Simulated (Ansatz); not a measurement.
# InAgSeO, from a guessed structure to a relaxed one, part 2 of 2

This structure for InAgSeO is made up. Its elements were placed in a known structure type with a cell scaled to their sizes. What cell does the guess relax to, and how far off was it?

Ansatz 0.2.0; DFT, PBE, plane-wave PAW, files of the set soft_1, scalar-relativistic, no spin, cell and ions relaxed at zero pressure; PAW set soft_1 (the session's first sound run).

So far: The structure; Relaxation of the guess. The relaxed cell has a, b, c = 5.395, 6.142, 10.505 Å (conventional setting).

**3. Electronic structure of the relaxed cell**

With the geometry fixed, one more self-consistent run, with a narrower smearing and the mesh shown in its input, gives the bands, and its pressure, and its forces where symmetry allows any, show how far the geometry depends on these settings.

This step: DFT, PBE, plane-wave PAW, files of the set soft_1, scalar-relativistic, no spin, bands and density of states at the relaxed cell; PAW set soft_1 (Ansatz 0.2.0).

File input.yaml:

```yaml
crystal:
  lattice:
    - [-2.6972822779, 3.0708770488, 5.252555254]
    - [2.6972822779, -3.0708770488, 5.252555254]
    - [2.6972822779, 3.0708770488, -5.252555254]
  atoms:
    - { symbol: In, position: [0.3606113991, 0.1106113991, 0.25] }
    - { symbol: In, position: [0.1393886009, 0.3893886009, 0.75] }
    - { symbol: Ag, position: [0.8222037283, 0.5722037283, 0.25] }
    - { symbol: Ag, position: [0.6777962717, 0.9277962717, 0.75] }
    - { symbol: Se, position: [0.75, 0.5288427663, 0.7788427663] }
    - { symbol: Se, position: [0.25, -0.0288427663, 0.7211572337] }
    - { symbol: O, position: [0.0677153324, 0.25, 0.3177153324] }
    - { symbol: O, position: [0.4322846676, 0.75, 0.1822846676] }
kpoints:
  mp_grid: { grid: [8, 8, 8] }
  band_path:
    path:
      - [[0.0, 0.0, 0.0], [-0.31592521, 0.31592521, 0.31592521], [-0.15137748, 0.15137748, 0.48047294], [0.0, 0.0, 0.5], [0.25, 0.25, 0.25], [0.0, 0.5, 0.0], [0.31592521, 0.68407479, -0.31592521], [0.5, 0.5, -0.5], [0.0, 0.0, 0.0], [0.33545227, -0.33545227, 0.33545227], [0.5, 0.0, 0.0], [0.25, 0.25, 0.25]]
      - [[0.15137748, -0.15137748, 0.51952706], [0.33545227, -0.33545227, 0.33545227]]
      - [[0.66454773, 0.33545227, -0.33545227], [0.5, 0.5, -0.5]]
    npoints: 6
scf:
  occupations: { method: fermi_dirac, width: 0.03 }
  n_extra_bands: 12
hamiltonian:
  xc: pbe
  pseudopotentials: { kind: paw, azcp: { folder: soft_1 } }
output:
  forces: true
  stress: true
  write_bands: true
  dos: { projected: true }
  write_density: true
  write_potential: true
  elf: true
  volumetric_format: npy
```

Started as:

```console
> ansatz run input.yaml --threads 4 --pin off --max-ram 10240MiB --backend cpu --events-out ev --progress --plain --runs-dir out
```

Numbers of over 12 decimals in the logs are rounded to 6 here.

The log of the run:

```text
[...]
Crystal: 8 atoms, lattice volume = 174.028 Å³
Basis set: ecut = 420 eV, 3395 PW (Γ), exchange–correlation on 90×90×90 points (8 copies of the dense FFT grid, shifted against one another)
Bands: 66, of which v1, the nominal top of the filled ones, is band 54 counted from 1 (53 counted from 0)
Symmetry: 4 space group operations
[...]
k-points: 95 of 512 (time reversal used)
[...]
SCF iter   1: F=—  HF=-38450.995344 eV  |F-HF|=—  |Δ(HF+E_count)|=         —  Δρ=5.48e-2  dr2=4.56e0  ethr=3.10e-3  ⟨swp⟩=6.0  Hψ=22040  notcnv=0  defer=10
[...]
SCF iter  13: F=-38449.869335 eV  HF=-38449.869335 eV  |F-HF|=3.62e-9  |Δ(HF+E_count)|=   5.41e-8  Δρ=3.41e-6  dr2=3.35e-8  ethr=9.26e-11  ⟨swp⟩=12.6  Hψ=49167  notcnv=0
SCF 1 converged in 13 iterations: F = -38449.869335 eV  dr2 = 3.35e-8
[...]
NSCF: frozen V_eff on 81 k-points
SCF converged after 13 iterations
Free energy (F): -38449.869335 eV
[...]
Internal energy: -38449.867852 eV  (E = F + TS)
E sigma→0 (E₀):  -38449.868594 eV
Entropy (-TS):   -0.001483 eV (-0.185 meV/atom)
Fermi energy:    7.984943 eV
[...]
--- Forces (eV/Å), atoms counted from 1 ---
  atom   1  In     0.00000000    -0.00000000    -0.00929299
  atom   2  In     0.00000000     0.00000000     0.00929299
  atom   3  Ag     0.00000000     0.00000000     0.00222393
  atom   4  Ag     0.00000000     0.00000000    -0.00222393
  atom   5  Se     0.00281466    -0.00000000     0.00000000
  atom   6  Se    -0.00281466     0.00000000     0.00000000
  atom   7  O      0.00000000     0.00579043     0.00000000
  atom   8  O     -0.00000000    -0.00579043     0.00000000
  max |Σ_I F_I| component: 1.19e-16 eV/Å
--- Stress (GPa, compression-positive) ---
       -0.016087       0.000000       0.000000
        0.000000       0.020077      -0.000000
        0.000000      -0.000000      -0.008229
  P = ⅓ Tr σ = -0.0014 GPa (-0.014 kbar)
--- Band table (eV; the first three rows and the last of 95) ---
  k-point 0: bands = [... 50 lower, 6.3542, 7.2391, 7.2887, 7.3846, 7.4446, 10.7788, 11.5777, 12.0422, ... 8 higher]
  k-point 1: bands = [... 50 lower, 6.3859, 6.7232, 7.2535, 7.3763, 8.1323, 10.7751, 11.6415, 12.0484, ... 8 higher]
  k-point 2: bands = [... 50 lower, 6.6180, 6.7867, 7.0530, 7.4155, 8.9854, 10.2176, 11.7479, 12.0586, ... 8 higher]
  k-point 94: bands = [... 50 lower, 6.7079, 6.7146, 7.2013, 8.1236, 10.4357, 10.5567, 10.8809, 10.9569, ... 8 higher]
```

Run time: 66 s. Hardware: 4 threads of Arm Neoverse V1, shared host; peak memory 1.3 GiB; 4.3 min of CPU time.

This step gave:

* free energy: -38449.8693 eV
* energy at zero smearing: -38449.8686 eV
* smearing term TS: 0.001483 eV
* Fermi energy: 7.985 eV
* pressure: -0.001413 GPa

bands.tsv at the labelled points (eV, zero at the Fermi level; the bands that come nearest the Fermi level along the path):

| point | band 51 | band 52 | band 53 | band 54 | band 55 | band 56 | band 57 | band 58 |
| --- | --- | --- | --- | --- | --- | --- | --- | --- |
| Γ | -1.63 | -0.75 | -0.70 | -0.60 | -0.54 | 2.79 | 3.59 | 4.06 |
| X | -1.66 | -0.87 | -0.85 | -0.51 | 2.34 | 2.48 | 3.25 | 4.24 |
| L | -1.38 | -1.07 | -0.59 | -0.28 | 1.59 | 2.75 | 2.82 | 3.87 |
| T | -1.27 | -1.00 | -0.42 | -0.33 | 1.14 | 2.60 | 2.72 | 3.78 |
| W | -1.26 | -1.26 | -0.36 | -0.36 | 1.97 | 1.97 | 2.92 | 2.92 |
| R | -1.64 | -1.29 | -0.74 | -0.58 | 2.31 | 2.48 | 3.54 | 3.75 |
| X1 | -1.66 | -0.87 | -0.85 | -0.51 | 2.34 | 2.48 | 3.25 | 4.24 |
| Z | -1.28 | -1.27 | -0.78 | 0.14 | 2.45 | 2.57 | 2.90 | 2.97 |
| Γ | -1.63 | -0.75 | -0.70 | -0.60 | -0.54 | 2.79 | 3.59 | 4.06 |
| Y | -1.33 | -1.18 | -1.01 | -0.32 | 2.32 | 2.45 | 3.34 | 3.89 |
| S | -1.49 | -1.44 | -0.76 | -0.57 | 1.99 | 2.42 | 3.71 | 4.50 |
| W | -1.26 | -1.26 | -0.36 | -0.36 | 1.97 | 1.97 | 2.92 | 2.92 |
| L1 | -1.38 | -1.07 | -0.59 | -0.28 | 1.59 | 2.75 | 2.82 | 3.87 |
| Y | -1.33 | -1.18 | -1.01 | -0.32 | 2.32 | 2.45 | 3.34 | 3.89 |
| Y1 | -1.33 | -1.18 | -1.01 | -0.32 | 2.32 | 2.45 | 3.34 | 3.89 |
| Z | -1.28 | -1.27 | -0.78 | 0.14 | 2.45 | 2.57 | 2.90 | 2.97 |

Counts of states for the cell as run, both spins, by energy window (eV from the Fermi level):

```
from  to  total
  -8  -7   0.00
  -7  -6   0.01
  -6  -5   3.82
  -5  -4   3.91
  -4  -3  14.23
  -3  -2  11.40
  -2  -1   6.57
  -1   0   4.07
   0   1   0.26
   1   2   1.43
   2   3   2.44
   3   4   3.21
   4   5   3.14
   5   6   4.26
```

A further 64.0 states lie below the table's range.

Electrostatic potential energy in the ab plane of the cell as run, not the conventional one, at fractional z = 0.750, with atoms of In and Ag and Se within 0.2 Å of it. With pseudopotentials it is smooth inside the atoms' cores, unlike the true potential.

Values in eV, 10 rows by 16 columns, each cell a mean:
```
 12   9  -2  -3   5  -2  -5   7   1 -17  -6  -4 -17  -1  10  12
 12  11   9   4   0   0   6  10   9  -2 -13 -15 -14   1  10  11
 11  11  11  11  11  11  12  12  12  10   7   4   6   9  11  12
  9   9   9  11  12  12  13  12  11   6  -3  -4  -3   4  10  10
 -1  -9  -8   0   8  11  12  12  10   1  -7   9   8  -6   2   6
-17 -27 -27 -24  -8   7  11  12  11   8  -3  -3  -1  -8   0   3
 -8 -24 -27 -26 -15   4  10  11  11  11  10   7   4   6   9   7
  8   1  -6  -6   1   7  10  11  12  12  12  12  12  12  12  11
 12   9   3  -3  -2   4  10  11  10   9   8   9  11  12  12  12
 12   7  -7   0   5  -4   0   9   5 -10 -14 -11  -1   9  12  12
```
Columns run along a (6.7 Å; values clipped at the 3rd and 97th percentile), rows up along b (6.7 Å). Atoms in or near the plane, at fractional coordinates: In at (0.14, 0.39), Ag at (0.68, 0.93), Se at (0.75, 0.53), Se at (0.25, 0.97).

Valence density in the ab plane of the cell as run, not the conventional one, at fractional z = 0.750, with atoms of In and Ag and Se within 0.2 Å of it. It is the smooth field of the valence electrons, not physical close to the nuclei.

Ten steps, logarithmic in the rise over the least value, from '0' (0 e/Å³) to '9' (30 e/Å³), each cell a mean:
```
0024897321368863100
0012464211368874100
0001222110146763100
0000111100013432100
0000000000001111000
0000000000011111000
0000000000012222100
0000000000023663210
1221000000124896311
2454200000014897321
3676420000012464221
3677520000001222211
2466520000000111101
1234310000000000000
0011110000000000000
0011211000000000000
0012322100011100000
0123663210133310000
0125996311256641000
```
Columns run along a (6.7 Å), rows up along b (6.7 Å). Atoms in or near the plane, at fractional coordinates: In at (0.14, 0.39), Ag at (0.68, 0.93), Se at (0.75, 0.53), Se at (0.25, 0.97).

ELF in the ab plane of the cell as run, not the conventional one, at fractional z = 0.750, with atoms of In and Ag and Se within 0.2 Å of it. It is the smooth field of the valence electrons, not physical close to the nuclei.

Values, 10 rows by 16 columns, each cell a mean:
```
0.21 0.55 0.72 0.58 0.37 0.59 0.80 0.47 0.21 0.45 0.67 0.69 0.48 0.29 0.13 0.07
0.09 0.23 0.46 0.62 0.69 0.72 0.69 0.38 0.15 0.27 0.42 0.48 0.41 0.27 0.15 0.08
0.05 0.05 0.08 0.14 0.21 0.25 0.19 0.08 0.11 0.25 0.31 0.30 0.26 0.21 0.14 0.08
0.11 0.09 0.07 0.05 0.03 0.02 0.02 0.06 0.35 0.68 0.77 0.75 0.72 0.65 0.46 0.21
0.21 0.22 0.20 0.16 0.09 0.05 0.02 0.07 0.41 0.71 0.66 0.31 0.31 0.66 0.72 0.39
0.20 0.07 0.04 0.12 0.19 0.12 0.05 0.04 0.23 0.57 0.71 0.59 0.51 0.70 0.75 0.37
0.21 0.13 0.05 0.09 0.23 0.17 0.08 0.04 0.08 0.23 0.45 0.60 0.66 0.66 0.58 0.31
0.18 0.25 0.26 0.27 0.29 0.25 0.14 0.06 0.06 0.08 0.10 0.15 0.19 0.20 0.15 0.12
0.28 0.57 0.71 0.74 0.72 0.65 0.46 0.18 0.13 0.17 0.17 0.13 0.08 0.04 0.03 0.06
0.35 0.66 0.72 0.48 0.35 0.62 0.73 0.36 0.19 0.36 0.44 0.41 0.28 0.14 0.06 0.08
```
Columns run along a (6.7 Å), rows up along b (6.7 Å). Atoms in or near the plane, at fractional coordinates: In at (0.14, 0.39), Ag at (0.68, 0.93), Se at (0.75, 0.53), Se at (0.25, 0.97).

**4. Outcome**

```json
{
  "space group, relaxed": "I2_12_12_1",
  "conventional cell": "a = 5.395, b = 6.142, c = 10.505 Å; α = 90.0°, β = 90.0°, γ = 90.0°",
  "volume per atom": "21.75 Å³ (guess 23.27)"
}
```

**Reading.** InAgSeO relaxes to I2_12_12_1 with a = 5.395, b = 6.142 and c = 10.505 Å. The guessed volume was 7 % too large. The space group I2_12_12_1 was held in the relaxation, so the end point is a stationary structure within it and may be a saddle against distortions or other arrangements. Bands cross the Fermi level, so it is a metal or semimetal at this level. On the 8×8×8 mesh with the narrower smearing (relaxed on 7×7×7) the largest force component is 0.009 eV/Å and the largest stress component is 0.020 GPa, within the relaxation's thresholds of 0.015 eV/Å and 0.05 GPa. The cutoff wasn't tested. No dispersion term is used, so weakly bound directions may come out too long. The runs have no spin, and magnetism wasn't tested. Nothing here tests whether the compound is stable against decomposition.

[Logs are printed without paths, hosts, clocks, repeated set-up lines and the standing remarks that a program may print on its own settings, such as how far it seeks lower states.]

[Hosts, paths, dates, database ids (printed as entryN), source tags and the programs' standing remarks are cut or masked in the printed files.]
